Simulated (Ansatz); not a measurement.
# A hypothetical structure for Cr2Mo, part 2 of 2

Starting from a made-up structure for Cr2Mo, the aim is the relaxed cell, its shortest contacts and, where a second run follows, its electronic structure.

Ansatz 0.2.0; DFT, PBE, plane-wave PAW, files of the set soft_1, scalar-relativistic, ferromagnetic start, cell and ions relaxed at zero pressure; PAW set soft_1 (the session's first sound run).

So far: The starting structure; Relaxation of the guess. The relaxed cell has a = 6.804 Å (conventional setting).

## Step 3: Electronic structure of the relaxed cell

A second self-consistent run takes a narrower smearing and the mesh shown in its input; the bands follow along the standard path of the relaxed lattice.

This step: DFT, PBE, plane-wave PAW, files of the set soft_1, scalar-relativistic, no spin, bands and density of states at the relaxed cell; PAW set soft_1 (Ansatz 0.2.0).

input.yaml reads:

```yaml
crystal:
  lattice:
    - [0.0, 3.4022394621, 3.4022394621]
    - [3.4022394621, 0.0, 3.4022394621]
    - [3.4022394621, 3.4022394621, 0.0]
  atoms:
    - { symbol: Mo, position: [0.5, 0.5, 0.5] }
    - { symbol: Mo, position: [0.75, 0.75, 0.75] }
    - { symbol: Cr, position: [0.625, 0.125, 0.125] }
    - { symbol: Cr, position: [0.125, 0.125, 0.125] }
    - { symbol: Cr, position: [0.125, 0.625, 0.125] }
    - { symbol: Cr, position: [0.125, 0.125, 0.625] }
kpoints:
  mp_grid: { grid: [8, 8, 8] }
  band_path:
    path:
      - [[0.0, 0.0, 0.0], [0.5, 0.0, 0.5], [0.5, 0.25, 0.75], [0.375, 0.375, 0.75], [0.0, 0.0, 0.0], [0.5, 0.5, 0.5], [0.625, 0.25, 0.625], [0.5, 0.25, 0.75], [0.5, 0.5, 0.5], [0.375, 0.375, 0.75]]
      - [[0.625, 0.25, 0.625], [0.5, 0.0, 0.5]]
    npoints: 8
scf:
  occupations: { method: fermi_dirac, width: 0.03 }
  n_extra_bands: 10
hamiltonian:
  xc: pbe
  pseudopotentials: { kind: paw, azcp: { folder: soft_1 } }
output:
  forces: true
  stress: true
  write_bands: true
  dos: { projected: true }
  write_density: true
  write_potential: true
  elf: true
  volumetric_format: npy
```

The run is started by

```
$ ansatz run input.yaml --threads 4 --pin off --max-ram 10240MiB --backend cpu --events-out ev --progress --plain --runs-dir out
```

Numbers of over 12 decimals in the logs are rounded to 6 here.

Log:

```text
[...]
Crystal: 6 atoms, lattice volume = 78.763 Å³
Basis set: ecut = 420 eV, 1471 PW (Γ), exchange–correlation on 72×72×72 points (8 copies of the dense FFT grid, shifted against one another)
Bands: 52, of which v1, the nominal top of the filled ones, is band 42 counted from 1 (41 counted from 0)
Symmetry: 48 space group operations
[...]
k-points: 29 of 512
[...]
SCF iter   1: F=—  HF=-23431.874495 eV  |F-HF|=—  |Δ(HF+E_count)|=         —  Δρ=1.72e-1  dr2=4.05e1  ethr=3.10e-3  ⟨swp⟩=5.1  Hψ=4591  notcnv=0
[...]
SCF iter   9: F=-23422.499893 eV  HF=-23422.499893 eV  |F-HF|=2.41e-8  |Δ(HF+E_count)|=   2.20e-7  Δρ=4.02e-6  dr2=2.63e-8  ethr=1.19e-10  ⟨swp⟩=11.9  Hψ=9664  notcnv=0
SCF 1 converged in 9 iterations: F = -23422.499893 eV  dr2 = 2.63e-8
[...]
NSCF: frozen V_eff on 82 k-points
SCF converged after 9 iterations
Free energy (F): -23422.499893 eV
[...]
Internal energy: -23422.467257 eV  (E = F + TS)
E sigma→0 (E₀):  -23422.483575 eV
Entropy (-TS):   -0.032636 eV (-5.439 meV/atom)
Fermi energy:    19.489277 eV
[...]
--- Stress (GPa, compression-positive) ---
        0.075868       0.000000       0.000000
       -0.000000       0.075868       0.000000
        0.000000       0.000000       0.075868
  P = ⅓ Tr σ = 0.0759 GPa (0.759 kbar)
--- Band table (eV; the first three rows and the last of 29) ---
  k-point 0: bands = [... 38 lower, 18.3742, 19.3683, 19.3683, 19.3683, 19.8915, 19.8915, 20.5863, 20.5863, ... 6 higher]
  k-point 1: bands = [... 38 lower, 18.3172, 19.3608, 19.3608, 19.3776, 19.8585, 19.8585, 20.5687, 20.6180, ... 6 higher]
  k-point 2: bands = [... 38 lower, 18.3256, 19.3900, 19.3900, 19.4458, 19.7056, 19.7056, 19.9957, 20.5269, ... 6 higher]
  k-point 28: bands = [... 38 lower, 18.2608, 18.2608, 18.7306, 18.7306, 19.8762, 19.8762, 20.5562, 20.5562, ... 6 higher]
```

The job ended after 5.1 s (4 threads of Arm Neoverse V1, shared host; peak memory 0.52 GiB).

Numbers from this step:

```
free energy             : -23422.4999 eV
energy at zero smearing : -23422.4836 eV
smearing term TS        : 0.03264 eV
pressure                : 0.07587 GPa
```

From bands.tsv, the bands that come nearest the Fermi level along the path, at its corners, in eV from the Fermi level:

```
point  band 39  band 40  band 41  band 42  band 43  band 44  band 45  band 46
    Γ    -1.12    -0.12    -0.12    -0.12     0.40     0.40     1.10     1.10
    X    -1.32    -1.32    -0.59    -0.59     0.37     0.37     1.02     1.02
    W    -1.23    -1.23    -0.76    -0.76     0.39     0.39     1.07     1.07
    K    -1.42    -0.99    -0.82    -0.17     0.07     0.26     0.84     1.36
    Γ    -1.12    -0.12    -0.12    -0.12     0.40     0.40     1.10     1.10
    L    -1.01    -1.01     0.01     0.01     0.39     0.39     0.82     0.82
    U    -1.42    -0.99    -0.82    -0.17     0.07     0.26     0.84     1.36
    W    -1.23    -1.23    -0.76    -0.76     0.39     0.39     1.07     1.07
    L    -1.01    -1.01     0.01     0.01     0.39     0.39     0.82     0.82
    K    -1.42    -0.99    -0.82    -0.17     0.07     0.26     0.84     1.36
    U    -1.42    -0.99    -0.82    -0.17     0.07     0.26     0.84     1.36
    X    -1.32    -1.32    -0.59    -0.59     0.37     0.37     1.02     1.02
```

States per cell as run, both spins, in windows of 1 eV, from dos.tsv (zero at the Fermi level): Near the top, bands beyond those computed are missing, so counts there can be too low.

```csv
from,to,total
-8,-7,0.04
-7,-6,0.39
-6,-5,0.87
-5,-4,4.02
-4,-3,5.05
-3,-2,10.15
-2,-1,10.25
-1,0,5.18
0,1,6.12
```

Below -8 eV lie 48.0 more states.

ELF in the ac plane of a cell with a along [110], b along [-110] and c along [001] of the cube at fractional y = 0.000, with atoms of Mo and Cr within 0.2 Å of it. It is the smooth field of the valence electrons, not physical close to the nuclei.

Values, 10 rows by 16 columns, each cell a mean:
```
0.63 0.38 0.38 0.36 0.34 0.41 0.33 0.60 0.63 0.38 0.38 0.36 0.34 0.41 0.33 0.60
0.29 0.30 0.43 0.36 0.34 0.43 0.33 0.28 0.29 0.30 0.43 0.36 0.34 0.43 0.33 0.28
0.31 0.26 0.32 0.34 0.38 0.29 0.29 0.27 0.31 0.26 0.32 0.34 0.38 0.29 0.29 0.27
0.27 0.65 0.75 0.32 0.26 0.65 0.75 0.32 0.27 0.65 0.75 0.32 0.26 0.65 0.75 0.32
0.34 0.38 0.42 0.26 0.29 0.37 0.42 0.30 0.34 0.38 0.42 0.26 0.29 0.37 0.42 0.30
0.37 0.38 0.30 0.28 0.29 0.27 0.37 0.39 0.37 0.38 0.30 0.28 0.29 0.27 0.37 0.39
0.31 0.43 0.31 0.53 0.57 0.34 0.41 0.34 0.31 0.43 0.31 0.53 0.57 0.34 0.41 0.34
0.40 0.40 0.34 0.64 0.60 0.45 0.35 0.41 0.40 0.40 0.34 0.64 0.60 0.45 0.35 0.41
0.36 0.28 0.26 0.43 0.47 0.28 0.27 0.33 0.36 0.28 0.26 0.43 0.47 0.28 0.27 0.33
0.62 0.43 0.33 0.37 0.36 0.38 0.32 0.64 0.62 0.43 0.33 0.37 0.36 0.38 0.32 0.64
```
Columns run along a (9.6 Å), rows up along c (6.8 Å), edges of the conventional cell, whose origin can differ from the input's. Atoms in or near the plane, at fractional coordinates: Mo at (0.00, 0.00), Mo at (0.50, 0.00), Mo at (0.25, 0.25), Mo at (0.75, 0.25), Cr at (0.12, 0.63), Cr at (0.62, 0.63), Cr at (0.37, 0.63), Cr at (0.88, 0.63).

Electrostatic potential energy in the ac plane of a cell with a along [110], b along [-110] and c along [001] of the cube at fractional y = 0.000, with atoms of Mo and Cr within 0.2 Å of it. With pseudopotentials it is smooth inside the atoms' cores, unlike the true potential.

Ten even steps from '0' (-54 eV) to '9' (21 eV), each cell a mean:
```
016999999995100389999999730
358999999997433699999999963
789999999999877999999999987
999999999999999999999999999
998779999778999877899987789
975557997555798655689865569
965656885565698566579756658
965656886565698556579756558
986557997556899655689865579
998889999888999988999988899
999999999999999999999999999
999998668999999999876789999
999984225899999999632369999
999962002699999998400048999
999962002699999998400048999
999984224899999999631369999
578998668998756899876789986
137999999996311589999999851
015999999995100379999999730
```
Columns run along a (9.6 Å; values clipped at the 3rd and 97th percentile), rows up along c (6.8 Å), edges of the conventional cell, whose origin can differ from the input's. Atoms in or near the plane, at fractional coordinates: Mo at (0.00, 0.00), Mo at (0.50, 0.00), Mo at (0.25, 0.25), Mo at (0.75, 0.25), Cr at (0.12, 0.63), Cr at (0.62, 0.63), Cr at (0.37, 0.63), Cr at (0.88, 0.63).

Valence density in the ac plane of a cell with a along [110], b along [-110] and c along [001] of the cube at fractional y = 0.000, with atoms of Mo and Cr within 0.2 Å of it. It is the smooth field of the valence electrons, not physical close to the nuclei.

Ten steps, logarithmic in the rise over the least value, from '_' (0 e/Å³) to '@' (18 e/Å³), each cell a mean:
```
##**==..____________..==######++::______________::++##
**++::______....______::++**++==..______..______..==++
--::________....________::--::..______......______..::
__________........__________________........__________
____::--::........::--::______..::--::......::--::..__
__--**##**--....==**##**::__..==####++::..::++####==..
..==%%@@@@++..::++@@@@%%==..::**@@@@##--..--##@@@@**::
..==%%@@%%++....++%%@@%%==..::**@@@@##--..--##@@@@**::
..::++##**--____--**##++::....==****==..__..==****==..
......::..________..::..........::::..______..::::....
....____________________......____________________....
....______::----::______......______..------..______..
..______::++****++::______..______..--******--..______
________--**####**--______________::++######++..______
________--**####**--______________::++######++..______
..______::++****++::______....____..==******--..____..
==--..____::----::____..--====::____..--==--..____::==
##**--________________--**##**++..______________::++**
####==..____________..==######**::______________--**##
```
Columns run along a (9.6 Å), rows up along c (6.8 Å), edges of the conventional cell, whose origin can differ from the input's. Atoms in or near the plane, at fractional coordinates: Mo at (0.00, 0.00), Mo at (0.50, 0.00), Mo at (0.25, 0.25), Mo at (0.75, 0.25), Cr at (0.12, 0.63), Cr at (0.62, 0.63), Cr at (0.37, 0.63), Cr at (0.88, 0.63).

## Step 4: Outcome

```json
{
 "space group, relaxed": "Fd-3m",
 "conventional cell": "a = 6.804, b = 6.804, c = 6.804 Å; α = 90.0°, β = 90.0°, γ = 90.0°",
 "volume per atom": "13.13 Å³ (guess 13.30)",
 "total moment": "0.00 μB in the cell of 6 atoms"
}
```

What this shows: Cr2Mo relaxes to Fd-3m with a = 6.804, b = 6.804 and c = 6.804 Å. The guessed volume was near the relaxed one. The space group Fd-3m was held in the relaxation, so the end point is a stationary structure within it and may be a saddle against distortions or other arrangements. The moments died out from this one start and weren't seeded again at the relaxed cell. Bands cross the Fermi level, so it is a metal or semimetal at this level. On the 8×8×8 mesh with the narrower smearing (relaxed on 7×7×7) the forces vanish, as symmetry may demand, and the largest stress component is 0.076 GPa, against the relaxation's thresholds of 0.015 eV/Å and 0.05 GPa. The cutoff wasn't tested. No dispersion term is used, so weakly bound directions may come out too long. Nothing here tests whether the compound is stable against decomposition.

[Logs are printed without paths, hosts, clocks, repeated set-up lines and the standing remarks that a program may print on its own settings, such as how far it seeks lower states.]

[Hosts, paths, dates, database ids (printed as entryN), source tags and the programs' standing remarks are cut or masked in the printed files.]
